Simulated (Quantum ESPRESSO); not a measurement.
## NiWO4: which magnetic order is lowest

Does NiWO4 prefer parallel or opposed moments?

Main program and level: Quantum ESPRESSO 7.5; PBEsol; plane waves with GBRV 1.5 PBEsol potentials, no spin-orbit coupling.

## Step 1: Set-up

The structure is monoclinic, space group P2/c (No. 13). Conventional cell: a = 4.599 Å, b = 5.661 Å, c = 4.907 Å, α = 90.00°, β = 90.03°, γ = 90.00°. Nearest to Ni lie 6 O at 1.99 to 2.07 Å. W has 6 O at 1.80 to 2.11 Å nearest. Nearest to O lie 2 W at 1.96 to 2.11 Å and 1 Ni at 1.99 Å. Nearest to O lie 1 W at 1.80 Å and 2 Ni at 2.06 to 2.07 Å. Farther neighbours and most contacts between anions are not listed.

The cell comes from the Crystallography Open Database.

## Step 2: Start 1: ferro ++

The signs are those of the starting moments on the seeded atoms, the atoms that are given a moment.

Contents of pw.in:

```
&CONTROL
  calculation = 'scf'
  prefix = 'pwscf'
  outdir = './tmp'
  pseudo_dir = './pseudo'
  disk_io = 'nowf'
/
&SYSTEM
  ibrav = 0
  nat = 12
  ntyp = 3
  ecutwfc = 40
  ecutrho = 280
  nbnd = 74
  occupations = 'smearing'
  smearing = 'fd'
  degauss = 0.00367493
  nspin = 2
  starting_magnetization(1) = 0.1111
  starting_magnetization(2) = 0
  starting_magnetization(3) = 0
/
&ELECTRONS
  conv_thr = 2.4d-08
  electron_maxstep = 150
  mixing_beta = 0.3
/
ATOMIC_SPECIES
Ni     58.6934 ni_pbesol_v1.4.uspp.F.UPF
W     183.8400 w_pbesol_v1.2.uspp.F.UPF
O      15.9990 o_pbesol_v1.2.uspp.F.UPF
CELL_PARAMETERS angstrom
   4.5992000000    0.0000000000    0.0000000000
   0.0000000000    5.6606000000    0.0000000000
  -0.0025691944    0.0000000000    4.9067993274
ATOMIC_POSITIONS crystal
Ni      0.5000000000    0.6616000000    0.2500000000
Ni      0.5000000000    0.3384000000    0.7500000000
W       0.0000000000    0.1786000000    0.2500000000
W       0.0000000000    0.8214000000    0.7500000000
O       0.2241000000    0.1105000000    0.9204000000
O       0.7759000000    0.1105000000    0.5796000000
O       0.7759000000    0.8895000000    0.0796000000
O       0.2241000000    0.8895000000    0.4204000000
O       0.2644000000    0.3772000000    0.3953000000
O       0.7356000000    0.3772000000    0.1047000000
O       0.7356000000    0.6228000000    0.6047000000
O       0.2644000000    0.6228000000    0.8953000000
K_POINTS automatic
4 4 4 0 0 0
```

On the command line:

```
> OMP_NUM_THREADS=1 mpirun -n 4 pw.x -nk 4 -in pw.in > pw.out
```

What it wrote:

```text
Program PWSCF v.7.5 starts

     Message from routine setup:
     using ibrav=0 with symmetry is DISCOURAGED, use correct ibrav instead

     K-points division:     npool     =       4
     Subspace diagonalization in iterative solution of the eigenvalue problem:

     G-vector sticks info
     --------------------
     sticks:   dense  smooth     PW     G-vecs:    dense   smooth      PW
     Sum        2075    1185    353                68251    29549    4765

     Using Slab Decomposition

     bravais-lattice index     =            0
     lattice parameter (alat)  =       8.6912  a.u.
     unit-cell volume          =     862.0643 (a.u.)^3
     number of atoms/cell      =           12
     number of atomic types    =            3
     number of electrons       =       112.00
     number of Kohn-Sham states=           74
     kinetic-energy cutoff     =      40.0000  Ry
     charge density cutoff     =     280.0000  Ry
     scf convergence threshold =      2.4E-08
     mixing beta               =       0.3000
     number of iterations used =            8  plain     mixing
     Exchange-correlation= SLA  PW   PSX  PSC
                           (   1   4  10   8   0   0   0)

     celldm(1)=   8.691228  celldm(2)=   0.000000  celldm(3)=   0.000000
     celldm(4)=   0.000000  celldm(5)=   0.000000  celldm(6)=   0.000000

     crystal axes: (cart. coord. in units of alat)
               a(1) = (   1.000000   0.000000   0.000000 )
               a(2) = (   0.000000   1.230779   0.000000 )
               a(3) = (  -0.000559   0.000000   1.066881 )

     reciprocal axes: (cart. coord. in units 2 pi/alat)
               b(1) = (  1.000000 -0.000000  0.000524 )
               b(2) = (  0.000000  0.812493 -0.000000 )
               b(3) = (  0.000000  0.000000  0.937312 )

     PseudoPot. # 1 for Ni read from file:
     ni_pbesol_v1.4.uspp.F.UPF
     Pseudo is Ultrasoft + core correction, Zval = 18.0
     Generated by new atomic code, or converted to UPF format
     Using radial grid of  865 points,  6 beta functions with:
                l(1) =   0
                l(2) =   0
                l(3) =   1
                l(4) =   1
                l(5) =   2
                l(6) =   2
     Q(r) pseudized with 10 coefficients,  rinner =    0.980   0.980   0.980
                                                       0.980   0.980

     PseudoPot. # 2 for W  read from file:
     w_pbesol_v1.2.uspp.F.UPF
     Pseudo is Ultrasoft + core correction, Zval = 14.0
     Generated by new atomic code, or converted to UPF format
     Using radial grid of  923 points,  8 beta functions with:
                l(1) =   0
                l(2) =   0
                l(3) =   0
                l(4) =   1
                l(5) =   1
                l(6) =   2
                l(7) =   2
                l(8) =   3
     Q(r) pseudized with  6 coefficients,  rinner =    1.350   1.350   1.350
                                                       1.350   1.350   1.350
                                                       1.350

     PseudoPot. # 3 for O  read from file:
     o_pbesol_v1.2.uspp.F.UPF
     Pseudo is Ultrasoft + core correction, Zval =  6.0
     Generated by new atomic code, or converted to UPF format
     Using radial grid of  737 points,  5 beta functions with:
                l(1) =   0
                l(2) =   0
                l(3) =   1
                l(4) =   1
                l(5) =   2
     Q(r) pseudized with  8 coefficients,  rinner =    0.900   0.900   0.900
                                                       0.900   0.900

     atomic species   valence    mass     pseudopotential
     Ni               18.00    58.69340     Ni( 1.00)
     W                14.00   183.84000     W ( 1.00)
     O                 6.00    15.99900     O ( 1.00)

     Starting magnetic structure
     atomic species   magnetization
     Ni              0.111
     W               0.000
     O               0.000

      4 Sym. Ops., with inversion, found ( 2 have fractional translation)

   Cartesian axes

     site n.     atom                  positions (alat units)
         1        Ni     tau(   1) = (   0.4998603   0.8142836   0.2667203  )
         2        Ni     tau(   2) = (   0.4995810   0.4164957   0.8001608  )
         3        W      tau(   3) = (  -0.0001397   0.2198172   0.2667203  )
         4        W      tau(   4) = (  -0.0004190   1.0109621   0.8001608  )
         5        O      tau(   5) = (   0.2235858   0.1360011   0.9819573  )
         6        O      tau(   6) = (   0.7755762   0.1360011   0.6183643  )
         7        O      tau(   7) = (   0.7758555   1.0947782   0.0849237  )
         8        O      tau(   8) = (   0.2238652   1.0947782   0.4485168  )
         9        O      tau(   9) = (   0.2641792   0.4642499   0.4217381  )
        10        O      tau(  10) = (   0.7355415   0.4642499   0.1117024  )
        11        O      tau(  11) = (   0.7352622   0.7665293   0.6451430  )
        12        O      tau(  12) = (   0.2638999   0.7665293   0.9551786  )

     number of k points=    30  Fermi-Dirac smearing, width (Ry)=  0.0037
                       cart. coord. in units 2pi/alat
        k(    1) = (   0.0000000   0.0000000   0.0000000), wk =   0.0156250
        k(    2) = (   0.0000000   0.0000000   0.2343279), wk =   0.0312500
        k(    3) = (   0.0000000   0.0000000  -0.4686558), wk =   0.0156250
        k(    4) = (   0.0000000   0.2031233   0.0000000), wk =   0.0312500
        k(    5) = (   0.0000000   0.2031233   0.2343279), wk =   0.0625000
        [... 25 further k-points ...]

     Dense  grid:    68251 G-vectors     FFT dimensions: (  48,  60,  50)

     Smooth grid:    29549 G-vectors     FFT dimensions: (  36,  45,  40)

     Check: negative core charge=   -0.000006
     Generating pointlists ...
     new r_m :   0.1788 (alat units)  1.5541 (a.u.) for type    1
     new r_m :   0.1617 (alat units)  1.4053 (a.u.) for type    2
     new r_m :   0.1617 (alat units)  1.4053 (a.u.) for type    3

     Initial potential from superposition of free atoms

     starting charge     107.7994, renormalised to     112.0000

     negative rho (up, down):  6.456E-02 6.456E-02
     Starting wfcs are   84 randomized atomic wfcs

     Self-consistent Calculation

     iteration #  1     ecut=    40.00 Ry     beta= 0.30
     Davidson diagonalization with overlap
     ethr =  1.00E-02,  avg # of iterations =  3.5

     negative rho (up, down):  6.285E-02 6.283E-02

     total energy              =   -1260.22120354 Ry
     estimated scf accuracy    <      11.72636494 Ry

     total magnetization       =     4.01 Bohr mag/cell
     absolute magnetization    =     4.16 Bohr mag/cell

     iteration #  2     ecut=    40.00 Ry     beta= 0.30
     Davidson diagonalization with overlap
     ethr =  1.00E-02,  avg # of iterations =  2.0

     negative rho (up, down):  6.308E-02 6.305E-02

     total energy              =   -1262.00760624 Ry
     estimated scf accuracy    <       1.67191347 Ry

     total magnetization       =     3.47 Bohr mag/cell
     absolute magnetization    =     3.54 Bohr mag/cell

     iteration #  3     ecut=    40.00 Ry     beta= 0.30
     Davidson diagonalization with overlap
     ethr =  1.49E-03,  avg # of iterations =  2.1

     negative rho (up, down):  6.339E-02 6.345E-02

     total energy              =   -1262.17370224 Ry
     estimated scf accuracy    <       1.27263886 Ry

     total magnetization       =     4.00 Bohr mag/cell
     absolute magnetization    =     4.28 Bohr mag/cell

     [... further iterations left out ...]

     iteration # 10     ecut=    40.00 Ry     beta= 0.30
     Davidson diagonalization with overlap
     ethr =  1.41E-07,  avg # of iterations =  1.0

     negative rho (up, down):  6.358E-02 6.337E-02

     total energy              =   -1262.36416036 Ry
     estimated scf accuracy    <       0.00000947 Ry

     total magnetization       =     4.00 Bohr mag/cell
     absolute magnetization    =     4.12 Bohr mag/cell

     iteration # 11     ecut=    40.00 Ry     beta= 0.30
     Davidson diagonalization with overlap
     ethr =  8.46E-09,  avg # of iterations =  2.0

     negative rho (up, down):  6.357E-02 6.336E-02

     total energy              =   -1262.36416508 Ry
     estimated scf accuracy    <       0.00000173 Ry

     total magnetization       =     4.00 Bohr mag/cell
     absolute magnetization    =     4.12 Bohr mag/cell

     iteration # 12     ecut=    40.00 Ry     beta= 0.30
     Davidson diagonalization with overlap
     ethr =  1.54E-09,  avg # of iterations =  2.0

     negative rho (up, down):  6.356E-02 6.335E-02

     total energy              =   -1262.36416688 Ry
     estimated scf accuracy    <       0.00000005 Ry

     total magnetization       =     4.00 Bohr mag/cell
     absolute magnetization    =     4.12 Bohr mag/cell

     iteration # 13     ecut=    40.00 Ry     beta= 0.30
     Davidson diagonalization with overlap
     ethr =  4.40E-11,  avg # of iterations =  4.0

     negative rho (up, down):  6.356E-02 6.335E-02

     Magnetic moment per site  (integrated on atomic sphere of radius R)
     atom   1 (R=0.179)  charge= 15.3948  magn=  1.5173
     atom   2 (R=0.179)  charge= 15.3948  magn=  1.5173
     atom   3 (R=0.162)  charge=  7.7812  magn=  0.0289
     atom   4 (R=0.162)  charge=  7.7812  magn=  0.0289
     atom   5 (R=0.162)  charge=  5.0023  magn=  0.0705
     atom   6 (R=0.162)  charge=  5.0023  magn=  0.0705
     atom   7 (R=0.162)  charge=  5.0023  magn=  0.0705
     atom   8 (R=0.162)  charge=  5.0023  magn=  0.0705
     atom   9 (R=0.162)  charge=  5.0087  magn=  0.1012
     atom  10 (R=0.162)  charge=  5.0087  magn=  0.1012
     atom  11 (R=0.162)  charge=  5.0087  magn=  0.1012
     atom  12 (R=0.162)  charge=  5.0087  magn=  0.1012

     End of self-consistent calculation

     [... lines left out ...]
     the Fermi energy is    11.1133 ev

!    total energy              =   -1262.36416840 Ry
     estimated scf accuracy    <          5.0E-09 Ry
     smearing contrib. (-TS)   =      -0.00009775 Ry
     internal energy E=F+TS    =   -1262.36407065 Ry

     The total energy is F=E-TS. E is the sum of the following terms:
     one-electron contribution =    -671.94838374 Ry
     hartree contribution      =     393.44428136 Ry
     xc contribution           =    -209.56564600 Ry
     ewald contribution        =    -774.29432227 Ry

     total magnetization       =     4.00 Bohr mag/cell
     absolute magnetization    =     4.12 Bohr mag/cell

     convergence has been achieved in  13 iterations

=------------------------------------------------------------------------------=
   JOB DONE.
=------------------------------------------------------------------------------=
```

Wall time 79 s (4 MPI ranks of Intel Xeon Platinum 8559C (Emerald Rapids), shared host); peak memory 1.2 GiB.

Spin moment in the atom's sphere by atom:

```tsv
atom	spin moment in the atom's sphere (μB)
Ni1	1.52
Ni2	1.52
W3	0.03
W4	0.03
O5	0.07
O6	0.07
O7	0.07
O8	0.07
O9	0.10
O10	0.10
O11	0.10
O12	0.10
```

This step gave:

```yaml
smearing_term_ts: 0.001330 eV
magnetization: 3.999 μB
absolute_magnetization: 4.118 μB
final_state: ferromagnetic
```

Spin density in the ab plane at fractional z = 0.250, with atoms of Ni and W within 0.2 Å of it.

Ten even steps from '_' (0.0 e/Å³) to '@' (4.4 e/Å³), each cell a mean:
```
____________________________
____________________________
____________________________
____________________________
____________--++::__________
____________++@@::__________
____________--==::__________
____________________________
____________________________
____________________________
____________________________
____________________________
____________________________
____________________________
____________________________
____________________________
____________________________
```
Columns run along a (4.6 Å), rows up along b (5.7 Å). Atoms in or near the plane, at fractional coordinates: Ni at (0.50, 0.66), W at (0.00, 0.18).

Valence density in the ab plane at fractional z = 0.250, with atoms of Ni and W within 0.2 Å of it. It is the smooth field of the valence electrons, not physical close to the nuclei.

Ten steps, logarithmic in the rise over the least value, from '0' (-1 e/Å³) to '9' (38 e/Å³), each cell a mean:
```
23333222223332
22333222223332
22333333333322
22223345433222
22223588632222
22223699842222
22223478632222
22222344332222
22233333333322
22333322333332
33333322233333
44333322233334
65433222223346
05432222222355
55432222222355
54322222222345
33322222222333
```
Columns run along a (4.6 Å), rows up along b (5.7 Å). Atoms in or near the plane, at fractional coordinates: Ni at (0.50, 0.66), W at (0.00, 0.18).

(Part 1 of 2 ends here.)

[Logs and program files are shortened in this print: banners, set-up blocks, solver, clock and traceback lines can be left out without a mark of their own.]

[Logs are printed without paths, hosts, clocks, repeated set-up lines and the standing remarks that a program may print on its own settings, such as how far it seeks lower states.]

[Hosts, paths, dates, database ids (printed as entryN), source tags and the programs' standing remarks are cut or masked in the printed files.]

[Where a cell is said to come from a database of computed structures, the database is the Materials Project.]
